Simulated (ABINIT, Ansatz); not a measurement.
An input for ABINIT 10.8.3 (KCaF3 (Pm-3m)):

```
acell 3*1.0 Angstrom
rprim 
  4.481726000000 0.000000000000 0.000000000000
  0.000000000000 4.481726000000 0.000000000000
  0.000000000000 0.000000000000 4.481726000000
ntypat 3
znucl 19 20 9
natom 5
typat 1 2 3 3 3
xred 
  0.500000000000 0.500000000000 0.500000000000
  0.000000000000 0.000000000000 0.000000000000
  0.000000000000 0.500000000000 0.000000000000
  0.000000000000 0.000000000000 0.500000000000
  0.500000000000 0.000000000000 0.000000000000
pp_dirpath "pseudos"
pseudos "K.upf, Ca.upf, F.upf"
ecut 36
ngkpt 6 6 6
nshiftk 1
shiftk 0 0 0
kptopt 1
chksymbreak 0
nband 26
occopt 1
tolvrs 1e-10
nstep 60
prtwf 0
optforces 0
optstress 0
indata_prefix "in"
outdata_prefix "out"
tmpdata_prefix "tmp"
```

```sh
OMP_NUM_THREADS=1 mpirun -n 4 abinit run.abi > log
```

**Question.** Estimate wall time and host memory on 4 MPI ranks of Arm Neoverse V2, shared host.

It took 35 s; on shared hardware allow 18 s to 70 s. Peak host memory was 0.38 GiB.

[Paths, hosts, dates, memory and timing lines, banners, echoed tables and standing remarks are left out of the program output.]

[Logs are printed without paths, hosts, clocks, repeated set-up lines and the standing remarks that a program may print on its own settings, such as how far it seeks lower states.]

[Runs of the session that timed out or met a known fault of the program may be left out.]

[Hosts, paths, dates, database ids (printed as entryN), source tags and the programs' standing remarks are cut or masked in the printed files.]

[G0W0 gaps are taken among the corrected bands and points alone; a level outside them can change the order at an edge.]

[Where Ansatz stands beside ABINIT at settings called matched, ABINIT's density can come from a denser mesh and the files from another edition; pairs whose starting gaps differed by over 0.03 eV were left out, so agreement reads better than it is.]
